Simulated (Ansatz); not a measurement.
# linear Ag chain: one chain at several levels of theory, part 3 of 3

Wanted: the relaxed geometry and the open channels of the linear Ag chain, by several methods.

Ansatz 0.2.0; DFT PBE, plane waves, PAW; relaxation of a chain's period (the session's first sound run).

So far, conductance of the lead as this run defines it (G₀): 1.000 in steps 3, 5 and 7.

### Step 8. Relaxing the period, cutoff 500 eV

This step: DFT r2SCAN, plane waves, PAW; relaxation of a chain's period (Ansatz 0.2.0).

The relaxation is repeated under another functional. r2SCAN also reads the kinetic-energy density; it often gives larger moments and wider gaps than PBE, at a higher cost. Against the first PBE run of this kind, the cutoff is 500 eV against 420.

Contents of input.yaml:

```yaml
crystal:
  lattice:
    - [7.5, 0.0, 0.0]
    - [0.0, 7.5, 0.0]
    - [0.0, 0.0, 2.697]
  atoms:
    - { symbol: Ag, position: [0.5, 0.5, 0.0], spin: 0.5 }
magnetization:
  spin_polarized: true
kpoints:
  mp_grid: { grid: [1, 1, 30] }
scf:
  occupations: { method: fermi_dirac, width: 0.05 }
hamiltonian:
  xc: r2scan
relax:
  cell: { fix: [a, b, alpha, beta, gamma] }
  max_steps: 60
```

Run with:

```sh
$ ansatz run input.yaml --threads 4 --pin off --max-ram 8192MiB --backend cpu --events-out ev --progress --plain --runs-dir out
```

Numbers of over 12 decimals in the logs are rounded to 6 here.

Log:

```text
[...]
Crystal: 1 atoms, lattice volume = 151.706 Å³
Basis set: ecut = 500 eV, 3825 PW (Γ), exchange–correlation on 240×240×80 points (64 copies of the dense FFT grid, shifted against one another)
Bands: 14, of which v1, the nominal top of the filled ones, is band 10 counted from 1 (9 counted from 0)
Symmetry: 16 space group operations
[...]
-0.145953       0.000000      -0.000000
        0.000000      -0.145953       0.000000
       -0.000000       0.000000      -0.017055
  P = ⅓ Tr σ = -0.1030 GPa (-1.030 kbar)
--- Relaxed structure (4 steps of the walk, 4 accepted, 1 SCFs on fresh bases) ---
[...]
cell:  # Å, volume = 146.7672 Å³
    - [7.5, 0, 0]
    - [0, 7.5, 0]
    - [0, 0, 2.609195]
  atoms:
    - { symbol: Ag, position: [0.5, 0.5, 0] }
[key lines of the parts left out:]
SCF converged after 6 iterations
Magnetization: 0.0000 μB (9.5000 up, 9.5000 down)
Free energy (F): -7602.305804 eV
Fermi energy:    -2.528732 eV
```

It took 22 s on 4 threads of Arm Neoverse V1, shared host; peak memory 0.72 GiB; 83 s of CPU time.

Relaxation path:

```tsv
step	energy less that of the first step (eV)	largest force component (eV/Å)	pressure (GPa)	volume (Å³)
1	0.0000	0.0000	-0.44	151.71
2	-0.0133	0.0000	-0.27	149.01
3	-0.0171	0.0000	-0.05	146.16
4	-0.0173	0.0000	-0.10	146.77
5*	-0.0171	0.0000	-0.10	146.77
```

Relaxation steps marked * repeat the geometry before them on a plane-wave basis chosen anew for their cell, so energy and pressure can jump there.

```tsv
cell as run	before	after	change
c (Å)	2.697	2.609	-3.3 %
```

The relaxed structure:

```xyz
1
Lattice="7.5000 0.0000 0.0000 0.0000 7.5000 0.0000 0.0000 0.0000 2.6092" Properties=species:S:1:pos:R:3
Ag    3.7500    3.7500    0.0000
```

The cell's length comes to 2.609 Å, -1.7 % against the first run, with no moment.

The cell shrank by 3.3 % in its periodic edges.

### Step 9. The perfect wire, level r2SCAN, cutoff 500 eV

This step: DFT r2SCAN, plane waves, PAW; channels and complex bands of a perfect chain (Ansatz 0.2.0).

The channels are counted again under r2SCAN, at the period that it gave. Its window is narrower, to save time.

Contents of input.yaml:

```yaml
crystal:
  lattice:
    - [7.5, 0.0, 0.0]
    - [0.0, 7.5, 0.0]
    - [0.0, 0.0, 2.609194865]
  atoms:
    - { symbol: Ag, position: [0.5, 0.5, 0.0] }
kpoints:
  mp_grid: { grid: [1, 1, 31] }
  band_path: { path: ["Γ", Z], npoints: 60 }
scf:
  occupations: { method: fermi_dirac, width: 0.05 }
hamiltonian:
  xc: r2scan
output:
  transmission:
    e_range: [-0.7, 0.7]
    de: 0.035
    kmesh: [1, 1]
    reduced_basis: true
    leads: [[0, 0]]
  dos: { projected: true, e_range: [-6, 4] }
```

Log:

```text
[...]
Crystal: 1 atoms, lattice volume = 146.767 Å³
Basis set: ecut = 500 eV, 3745 PW (Γ), exchange–correlation on 240×240×80 points (64 copies of the dense FFT grid, shifted against one another)
Bands: 14, of which v1, the nominal top of the filled ones, is band 10 counted from 1 (9 counted from 0)
Symmetry: 16 space group operations
[...]
k-points: 16 of 31
[...]
k-point 15: bands = [... 6 lower, -5.3763, -5.3761, -4.5379, 1.5692, 3.7060, 6.3543, 6.3543, 7.4293]
--- Transmission ---
  basis      : 593 plane waves across, 4 finite elements along
  points     : 1, standing for a mesh of 1 x 1
[...]
crystal 0  : Ag1, at the sites [0, 0], period 2.6092 Å: whole cells are its period
[...]
filled         : 36.9 meV over the level at which it is neutral
    channels       : 1.000000e0 a spin
[...]
[key lines of the parts left out:]
SCF converged after 6 iterations
Free energy (F): -7602.304532 eV
Fermi energy:    -2.500069 eV
```

Elapsed: 10 s, on 4 threads; peak memory 0.74 GiB; 37 s of CPU time.

The open channels of the lead, one spin stays at 1 for energy from -0.7 to 0.7 eV.

At the computed energy nearest the Fermi level there are 1 channel a spin, and the thermal average gives 1.000 G₀.

### Step 10. Side by side

Times are for 4 threads of Arm Neoverse V1, shared host. The runs compared:

```tsv
no.	level	conductance of the lead as this run defines it (G₀)	time	memory (GiB)
1	PBE	1.0000	9.8 s	0.47
2	RPBE	1.0000	9.3 s	0.46
3	PBEsol	1.0000	8.9 s	0.45
4	r2SCAN	1.0000	10 s	0.74
```

### Step 11. Relaxing the period, cutoff 1115.67 eV

This step: DFT PBE, plane waves, norm-conserving; relaxation of a chain's period (Ansatz 0.2.0).

The same functional on other atomic datasets tests how far the result hangs on the treatment of the cores. Against the first PBE run of this kind, the cutoff is 1115.67 eV against 420.

Contents of input.yaml:

```yaml
crystal:
  lattice:
    - [7.5, 0.0, 0.0]
    - [0.0, 7.5, 0.0]
    - [0.0, 0.0, 2.697]
  atoms:
    - { symbol: Ag, position: [0.5, 0.5, 0.0], spin: 0.5 }
magnetization:
  spin_polarized: true
kpoints:
  mp_grid: { grid: [1, 1, 30] }
scf:
  occupations: { method: fermi_dirac, width: 0.05 }
hamiltonian:
  xc: pbe
  pseudopotentials: { kind: nc, accuracy: standard }
relax:
  cell: { fix: [a, b, alpha, beta, gamma] }
  max_steps: 60
```

Log:

```text
[...]
Crystal: 1 atoms, lattice volume = 151.706 Å³
Basis set: ecut = 1115.666836 eV, 12871 PW (Γ), exchange–correlation on 180×180×60 points (8 copies of the dense FFT grid, shifted against one another)
Bands: 14, of which v1, the nominal top of the filled ones, is band 10 counted from 1 (9 counted from 0)
Symmetry: 16 space group operations
[...]
-0.140425       0.000000       0.000000
        0.000000      -0.140425      -0.000000
        0.000000      -0.000000       0.011875
  P = ⅓ Tr σ = -0.0897 GPa (-0.897 kbar)
--- Relaxed structure (3 steps of the walk, 3 accepted, 1 SCFs on fresh bases) ---
[...]
cell:  # Å, volume = 149.3470 Å³
    - [7.5, 0, 0]
    - [0, 7.5, 0]
    - [0, 0, 2.655058]
  atoms:
    - { symbol: Ag, position: [0.5, 0.5, 0.0] }
[key lines of the parts left out:]
SCF converged after 6 iterations
Magnetization: 0.0000 μB (9.5000 up, 9.5000 down)
Free energy (F): -4216.946608 eV
Fermi energy:    -2.602336 eV
```

Wall time 18 s (4 threads); peak memory 0.8 GiB.

The cell's length comes to 2.655 Å, +0.1 % against the first run, with no moment.

### Step 12. Relaxing the period

This step: DFT PBE, plane waves, PAW; relaxation of a chain's period (Ansatz 0.2.0).

No moment formed, so a run without spin should agree; this checks it and saves time.

input.yaml, the sections that differ from step 11:

```yaml
crystal:
  lattice:
    - [7.5, 0.0, 0.0]
    - [0.0, 7.5, 0.0]
    - [0.0, 0.0, 2.697]
  atoms:
    - { symbol: Ag, position: [0.5, 0.5, 0.0] }
hamiltonian:
  xc: pbe
# kpoints, scf, relax: as in step 11
# magnetization: removed
```

Log:

```text
[...]
Crystal: 1 atoms, lattice volume = 151.706 Å³
Basis set: ecut = 420 eV, 3017 PW (Γ), exchange–correlation on 108×108×40 points (8 copies of the dense FFT grid, shifted against one another)
Bands: 14, of which v1, the nominal top of the filled ones, is band 10 counted from 1 (9 counted from 0)
Symmetry: 16 space group operations
[...]
k-points: 16 of 30
[...]
--- Stress (GPa, compression-positive) ---
       -0.140509       0.000000      -0.000000
        0.000000      -0.140509      -0.000000
       -0.000000      -0.000000       0.026897
  P = ⅓ Tr σ = -0.0847 GPa (-0.847 kbar)
--- Relaxed structure (3 steps of the walk, 3 accepted, 1 SCFs on fresh bases) ---
[...]
cell:  # Å, volume = 149.2372 Å³
    - [7.5, 0, 0]
    - [0, 7.5, 0]
    - [0, 0, 2.653106]
  atoms:
    - { symbol: Ag, position: [0.5, 0.5, 0.0] }
[key lines of the parts left out:]
SCF converged after 6 iterations
Free energy (F): -7589.218717 eV
Fermi energy:    -2.609561 eV
```

Elapsed: 2.2 s, on 4 threads; peak memory 0.37 GiB.

The cell's length comes to 2.653 Å, +0.0 % against the first run, with spin left out.

### Step 13. Side by side

Times are for 4 threads of Arm Neoverse V1, shared host. The runs compared:

```tsv
no.	level	cell length along the wire (Å)	time	memory (GiB)
1	PBE	2.653	5.7 s	0.4
2	RPBE	2.711	4.8 s	0.4
3	PBEsol	2.596	6.4 s	0.4
4	r2SCAN	2.609	22 s	0.72
5	PBE, NC files	2.655	18 s	0.8
6	PBE, no spin	2.653	2.2 s	0.37
```

### Step 14. With spin-orbit coupling

This step: DFT PBE, plane waves, fully relativistic PAW; channels of a perfect chain with spin-orbit coupling (Ansatz 0.2.0).

Spin-orbit coupling mixes the spins and splits bands that cross or touch without it, so it can open or close channels. Fully relativistic datasets take the place of the scalar ones. The window is narrow, since spinor matrices are twice as large.

Contents of input.yaml:

```yaml
crystal:
  lattice:
    - [7.5, 0.0, 0.0]
    - [0.0, 7.5, 0.0]
    - [0.0, 0.0, 2.6531019522]
  atoms:
    - { symbol: Ag, position: [0.5, 0.5, 0.0] }
kpoints:
  mp_grid: { grid: [1, 1, 31] }
  band_path: { path: ["Γ", Z], npoints: 60 }
scf:
  occupations: { method: fermi_dirac, width: 0.05 }
hamiltonian:
  xc: pbe
  pseudopotentials: { kind: paw_fr }
output:
  transmission:
    e_range: [-0.42, 0.42]
    de: 0.035
    kmesh: [1, 1]
    reduced_basis: false
    leads: [[0, 0]]
magnetization:
  noncollinear: true
  spin_orbit: true
```

Log:

```text
[...]
non-collinear run that drives no moment, with spin-orbit: no starting moment large enough to seed its density (crystal.atoms[].spin), no starting occupations that ask for one, no magnetisation constraint and no magnetic field, so the semilocal B_xc is pinned to zero
Crystal: 1 atoms, lattice volume = 149.237 Å³
Basis set: ecut = 420 eV, 3009 PW (Γ)
Bands: 28, of which v1, the nominal top of the filled ones, is band 19 counted from 1 (18 counted from 0)
Symmetry: 16 space group operations + 16 with time reversal
[...]
k-points: 16 of 31
Projection manifold: j_resolved (fully-relativistic pseudo-atomic orbitals)
[...]
SCF iter   1: F=—  HF=-7591.572814 eV  |F-HF|=—  |Δ(HF+E_count)|=         —  Δρ=7.09e-3  dr2=6.86e-2  dr2_m=0.00e0 (ungated)  ethr=3.19e-4  |M|=0.00e0 ∫|m|=0.00e0 μB  |m|>n=0.0e0 m-floor=0.0e0 τ_xc=0.0e0  β_m=0.30  ⟨swp⟩=1.4  Hψ=1656  notcnv=0
[...]
spin=Noncollinear: Resta preconditioning applied to the charge; magnetization (m_x, m_y, m_z) channels mix plain (no charge-response kernel on spin).
SCF iter   2: F=—  HF=-7591.559861 eV  |F-HF|=—  |Δ(HF+E_count)|=   1.30e-2  Δρ=3.30e-3  dr2=1.24e-2  dr2_m=0.00e0 (ungated)  ethr=2.61e-4  |M|=0.00e0 ∫|m|=0.00e0 μB  |m|>n=0.0e0 m-floor=0.0e0 τ_xc=0.0e0  β_m=0.40  ⟨swp⟩=2.2  Hψ=375  notcnv=0
[...]
SCF iter   6: F=-7591.559500 eV  HF=-7591.559500 eV  |F-HF|=4.80e-9  |Δ(HF+E_count)|=   5.52e-7  Δρ=6.38e-6  dr2=5.49e-8  dr2_m=0.00e0 (ungated)  ethr=3.80e-10  |M|=0.00e0 ∫|m|=0.00e0 μB  |m|>n=0.0e0 m-floor=0.0e0 τ_xc=0.0e0  ⟨swp⟩=6.1  Hψ=802  notcnv=0
SCF 1 converged in 6 iterations: F = -7591.559500 eV  dr2 = 5.49e-8
[...]
transmission: 4 of 4 steps passed
SCF converged after 6 iterations
Magnetization: |M| = 0.0000 μB,  M = (+0.0000, +0.0000, +0.0000) μB
Absolute magnetization: 0.0000 μB (∫|m|)
  site 0: m = (+0.0000, +0.0000, +0.0000) μB, |m| = 0.0000 μB  (R = 1.09 Å)
Free energy (F): -7591.559500 eV
[...]
Internal energy: -7591.555570 eV  (E = F + TS)
E sigma→0 (E₀):  -7591.557535 eV
Entropy (-TS):   -0.003930 eV (-3.930 meV/atom)
Fermi energy:    -2.591940 eV
[...]
--- Band table (eV; the first three rows and the last of 16) ---
  k-point 0: bands = [... 15 lower, -4.6648, -4.3863, -4.3863, -3.7102, -3.7102, 0.6466, 0.6466, 0.7876, ... 5 higher]
  k-point 1: bands = [... 15 lower, -4.6867, -4.4092, -4.4092, -3.6946, -3.6946, 0.6808, 0.6808, 0.8217, ... 5 higher]
  k-point 2: bands = [... 15 lower, -4.7504, -4.4754, -4.4754, -3.6469, -3.6469, 0.7818, 0.7818, 0.9225, ... 5 higher]
  k-point 15: bands = [... 15 lower, -4.8759, -4.3259, -4.3259, 1.1723, 1.1723, 3.1631, 3.1631, 5.7054, ... 5 higher]
--- Transmission ---
  basis      : 497 plane waves across, 4 finite elements along
  points     : 1, standing for a mesh of 1 x 1
[...]
crystal 0  : Ag1, at the sites [0, 0], period 2.6531 Å: whole cells are its period
[...]
filled         : 28.6 meV over the level at which it is neutral
    channels       : 2.000000e0 of both spins
[...]
```

Run time: 4.3 min. Hardware: 4 threads; peak memory 4.9 GiB.

This step gave:

| Item | Value |
| --- | --- |
| energy at zero smearing | -7591.5575 eV |
| channels at the energy nearest the Fermi level, both spins | 2 |

The open channels of the lead, both spins stays at 2 for energy from -0.42 to 0.42 eV.

The slowest values at each energy, most degenerate partners merged, listed up to 1.5 1/Å. Im kz of the slowest decaying states against energy, zero at the Fermi level:

```tsv
energy (eV)	decay 1 (Å⁻¹)	decay 2 (Å⁻¹)	decay 3 (Å⁻¹)	decay 4 (Å⁻¹)
-0.420	0.463	0.487	0.563	1.14
-0.385	0.466	0.490	0.571	1.15
-0.350	0.469	0.492	0.578	1.15
-0.315	0.471	0.494	0.584	1.16
-0.280	0.474	0.495	0.591	1.16
-0.245	0.476	0.497	0.598	1.17
-0.210	0.479	0.499	0.604	1.17
-0.175	0.481	0.500	0.610	1.16
-0.140	0.483	0.502	0.617	1.16
-0.105	0.485	0.503	0.623	1.16
-0.070	0.487	0.504	0.629	1.15
-0.035	0.489	0.506	0.635	1.15
0.000	0.491	0.507	0.641	1.14
0.035	0.492	0.508	0.646	1.14
0.070	0.494	0.508	0.652	1.13
0.105	0.495	0.509	0.657	1.13
0.140	0.496	0.510	0.663	1.13
0.175	0.498	0.510	0.668	1.12
0.210	0.499	0.511	0.673	1.12
0.245	0.500	0.511	0.679	1.11
0.280	0.501	0.512	0.684	1.11
0.315	0.501	0.512	0.689	1.10
0.350	0.502	0.512	0.694	1.10
0.385	0.503	0.512	0.698	1.10
0.420	0.503	0.512	0.703	1.09
```

The electronic bands at the labelled points (eV, zero at the Fermi level):

```tsv
point	band 13	band 14	band 15	band 16	band 17	band 18	band 19	band 20
Γ	-2.62	-2.62	-2.07	-2.07	-1.79	-1.79	-1.12	-1.12
halfway	-2.83	-2.83	-2.63	-2.63	-2.45	-2.45	-0.03	-0.03
Z	-2.69	-2.69	-2.28	-2.28	-1.73	-1.73	3.85	3.85
```

At the computed energy nearest the Fermi level there are 2 spinor channels, and the thermal average gives 1.000 G₀.

### Step 15. A repeat with changed settings

This step: DFT PBE, plane waves, PAW; channels and complex bands of a perfect chain; changed: output.transmission.e_range = [1, -1], scf.max_iter = 100 (Ansatz 0.2.0).

The input of the run on the perfect lead (PBE) is made doubtful on purpose. The ELF is not written this time.

input.yaml, the sections that differ from step 14:

```yaml
scf:
  occupations: { method: fermi_dirac, width: 0.05 }
  max_iter: 100
hamiltonian:
  xc: pbe
output:
  transmission:
    e_range: [1, -1]
    de: 0.035
    kmesh: [1, 1]
    reduced_basis: true
    leads: [[0, 0]]
  dos: { projected: true, e_range: [-6, 4] }
  write_potential: true
  write_density: true
  volumetric_format: npy
# crystal, kpoints: as in step 14
# magnetization: removed
```

Log:

```text
Error: invalid value for `output.transmission.e_range`: [1, -1] eV must be finite with min < max
```

Elapsed: 0.04 s, on 4 threads; peak memory 0.07 GiB.

The input was rejected at the start.

The program's message: “Error: invalid value for `output.transmission.e_range`: [1, -1] eV must be finite with min < max”

The change that led to it: output.transmission.e_range = [1, -1].

### Step 16. A varied input: crystal.symmetry = {"detect": false}

This step: DFT PBE, plane waves, PAW; channels and complex bands of a perfect chain; changed: crystal.symmetry = {"detect": false} (Ansatz 0.2.0).

The atoms of the run on the perfect lead (PBE) are kept and the input is varied, to see whether the result depends on it. The ELF is not written this time.

Edit input.yaml of step 15 so:

```diff
@@ -7,2 +7,3 @@
     - { symbol: Ag, position: [0.5, 0.5, 0.0] }
+  symmetry: { detect: false }
 kpoints:
@@ -12,3 +13,2 @@
   occupations: { method: fermi_dirac, width: 0.05 }
-  max_iter: 100
 hamiltonian:
@@ -17,3 +17,3 @@
   transmission:
-    e_range: [1, -1]
+    e_range: [-2, 2]
     de: 0.035
```

Log:

```text
[...]
Crystal: 1 atoms, lattice volume = 149.237 Å³
Basis set: ecut = 420 eV, 3009 PW (Γ)
Bands: 14, of which v1, the nominal top of the filled ones, is band 10 counted from 1 (9 counted from 0)
Symmetry: 1 space group operations
k-points: 16 of 31 (time reversal used)
[...]
SCF iter   1: F=—  HF=-7589.215456 eV  |F-HF|=—  |Δ(HF+E_count)|=         —  Δρ=1.34e-3  dr2=2.99e-3  ethr=1.77e-3  ⟨swp⟩=5.1  Hψ=1117  notcnv=0
[...]
k-point 15: bands = [... 6 lower, -5.1014, -5.1009, -4.3548, 1.1918, 3.1656, 5.8015, 5.8015, 6.9879]
--- Transmission ---
  basis      : 497 plane waves across, 4 finite elements along
  points     : 1, standing for a mesh of 1 x 1
[...]
crystal 0  : Ag1, at the sites [0, 0], period 2.6531 Å: whole cells are its period
[...]
filled         : 29.0 meV over the level at which it is neutral
    channels       : 1.000000e0 a spin
[...]
[key lines of the parts left out:]
SCF converged after 6 iterations
Free energy (F): -7589.217812 eV
Fermi energy:    -2.588345 eV
```

It took 12 s on 4 threads; peak memory 0.39 GiB; 42 s of CPU time.

This step gave:

```
energy at zero smearing : -7589.2159 eV
```

Open channels of the lead, one spin against energy, zero at the Fermi level:

```tsv
energy (eV)	open channels of the lead, one spin
-2.000	3
-1.895	1
-1.790	1
-1.685	0
-1.615	0
-1.510	0
-1.405	0
-1.300	0
-1.195	0
-1.090	1
-0.985	1
-0.915	1
-0.810	1
-0.705	1
-0.600	1
-0.495	1
-0.390	1
-0.285	1
-0.215	1
-0.110	1
-0.005	1
0.100	1
0.205	1
0.310	1
0.415	1
0.485	1
0.590	1
0.695	1
0.800	1
0.905	1
1.010	1
1.115	1
1.185	1
1.290	1
1.395	1
1.500	1
1.605	1
1.710	1
1.815	1
1.885	1
```

It took 12 s against 9.8 s for the run it varies, and the conductance is 1.000 G₀ against 1.000 G₀.

The channels at the energy nearest the Fermi level, one spin and conductance of the lead as this run defines it stay within 0.2 % plus 0.001 of the run it varies.

### Step 17. Outcome

```json
{"cell length, PBE": "2.653 Å", "cell length, RPBE": "2.711 Å", "cell length, PBEsol": "2.596 Å", "cell length, r2SCAN": "2.609 Å", "cell length, PBE, NC files": "2.655 Å", "cell length, PBE, no spin": "2.653 Å", "conductance, PBE": "1.000 G₀", "conductance, RPBE": "1.000 G₀", "conductance, PBEsol": "1.000 G₀", "conductance, r2SCAN": "1.000 G₀", "conductance, with spin-orbit coupling": "1.000 G₀"}
```

What this shows: Under PBE the cell's length is 2.65 Å, no moment survives, and it is a metal with 1 channel a spin next to the Fermi level, 1.000 G₀ at 300 K. The cell's length spans 4.4 % over the functionals, shortest under PBEsol and longest under RPBE. A perfect wire passes every open channel, so the conductance counts half a G₀ for each forward-moving state at the Fermi level, spin by spin. Transport is coherent and elastic here: the atoms are frozen, so scattering by vibrations plays no part. The lead's cell of one atom keeps the chain straight and evenly spaced; a zigzag or dimerised form may lie lower.

[Logs are printed without paths, hosts, clocks, repeated set-up lines and the standing remarks that a program may print on its own settings, such as how far it seeks lower states.]

[Hosts, paths, dates, database ids (printed as entryN), source tags and the programs' standing remarks are cut or masked in the printed files.]
